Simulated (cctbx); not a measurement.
# Accept or mend?

Cell a = 12.1640 Å, b = 13.1480 Å, c = 3.2930 Å, α = 90.00°, β = 90.00°, γ = 90.00°; space group Pnnm (no. 58).

The data are simulated with cctbx, not measured: Mo Kα, λ = 0.71073 Å, to d = 0.8 Å, 70 % of the full sphere, strongest reflection 20000 counts, noise from counting, a 4 % proportional error and a noise floor of 2 counts (s.d.); no absorption.

An anisotropic refinement with weights 1/σ² prints:

```text
Rint 0.042, 632 unique reflections to 0.80 A
cycle     R1     wR2    GooF  max shift (A)
   1  0.1223  0.3329   7.685   0.03643
   2  0.1252  0.3059   7.060   0.00034
final R1 0.1252 wR2 0.3059 GooF 7.060  parameters 50  data/parameter 12.6
atom        x        y        z      Ueq    occ   su(xyz)  su(Uiso or U11)
Fe1    0.50000  0.50000  0.50000   0.0117  1.000  0.00000  0.0023
Mn1    0.00000  0.50000  0.50000   0.0108  1.000  0.00000  0.0024
Mn2    0.27962  0.88138  0.50000   0.0102  1.000  0.00028  0.0017
Mn3    0.28755  0.61955  0.00000   0.0096  1.000  0.00029  0.0017
S1     0.11806  0.95904  0.50000   0.0159  1.000  0.00049  0.0029
S2     0.18837  0.54263  0.50000   0.0149  1.000  0.00048  0.0028
Na1    0.54483  0.74825  0.00000   0.0172  1.000  0.00079  0.0050
O1     0.45729  0.89271  0.50000   0.0152  1.000  0.00140  0.0086
O2     0.41085  0.64655  0.50000   0.0201  1.000  0.00150  0.0070
difference map: max 15.72 min -2.30 rms 0.75
Q1    0.2368  0.7842  0.0000    4   16.28  2.15 A from Mn2
Q2    0.2233  0.1093  0.5000    4    3.95  0.19 A from Mn3
Q3    0.0000  0.0000  0.0000    2    3.88  0.00 A from Fe1
Q4    0.0000  0.5000  0.5000    2    3.60  0.00 A from Mn1
Q5    0.2254  0.3743  0.0000    4    3.55  0.11 A from Mn2
Q6    0.1925  0.5381  0.5000    4    3.14  0.08 A from S2
```

**Question.** Can this result stand? If not, what is the likely fault?

Mend it. The fault: an atom left out, O at (0.2378, 0.7844, 0). Against the right model at the same level, R1 goes from 0.0167 to 0.1252 and GooF from 0.90 to 7.06 and the top difference peak, 16.3 e/Å³, lies 2.15 Å from Mn2. Q1 is the missing atom. With scattering power missing, scale and phases suffer, so peaks may also grow on the heavy atoms.

The compound is Na2Mn5FeS4O6. The right model at the same level gives:

```text
Rint 0.042, 632 unique reflections to 0.80 A
cycle     R1     wR2    GooF  max shift (A)
   1  0.0236  0.0573   1.329   0.00392
   2  0.0167  0.0388   0.899   0.00000
final R1 0.0167 wR2 0.0388 GooF 0.899  parameters 56  data/parameter 11.3
atom        x        y        z      Ueq    occ   su(xyz)  su(Uiso or U11)
Fe1    0.50000  0.50000  0.50000   0.0169  1.000  0.00000  0.0003
Mn1    0.00000  0.50000  0.50000   0.0159  1.000  0.00000  0.0003
Mn2    0.27959  0.88126  0.50000   0.0150  1.000  0.00003  0.0002
Mn3    0.28744  0.61933  0.00000   0.0143  1.000  0.00003  0.0002
S1     0.11820  0.95875  0.50000   0.0192  1.000  0.00006  0.0003
S2     0.18889  0.54289  0.50000   0.0191  1.000  0.00006  0.0003
Na1    0.54648  0.74819  0.00000   0.0181  1.000  0.00010  0.0006
O1     0.23805  0.78451  0.00000   0.0191  1.000  0.00017  0.0010
O2     0.46022  0.89318  0.50000   0.0181  1.000  0.00017  0.0010
O3     0.40909  0.64835  0.50000   0.0208  1.000  0.00016  0.0010
difference map: max 0.41 min -0.46 rms 0.10
Q1    0.1966  0.0262  0.0000    4    0.43  1.41 A from S2
Q2    0.2292  0.5139  0.0000    4    0.34  1.56 A from Mn3
Q3    0.1156  0.6767  0.3035    8    0.33  1.45 A from Na1
Q4    0.1581  0.8985  0.0000    4    0.32  1.79 A from O1
Q5    0.2544  0.4543  0.0000    4    0.32  1.05 A from Mn2
Q6    0.1112  0.0248  0.5000    4    0.31  0.87 A from S1
```

The model is made up (kin elements in a known structure type, no relaxation), so it says nothing on whether the phase exists.

[Middle refinement cycles are left out of these outputs.]

[Logs are printed without paths, hosts, clocks, repeated set-up lines and the standing remarks that a program may print on its own settings, such as how far it seeks lower states.]
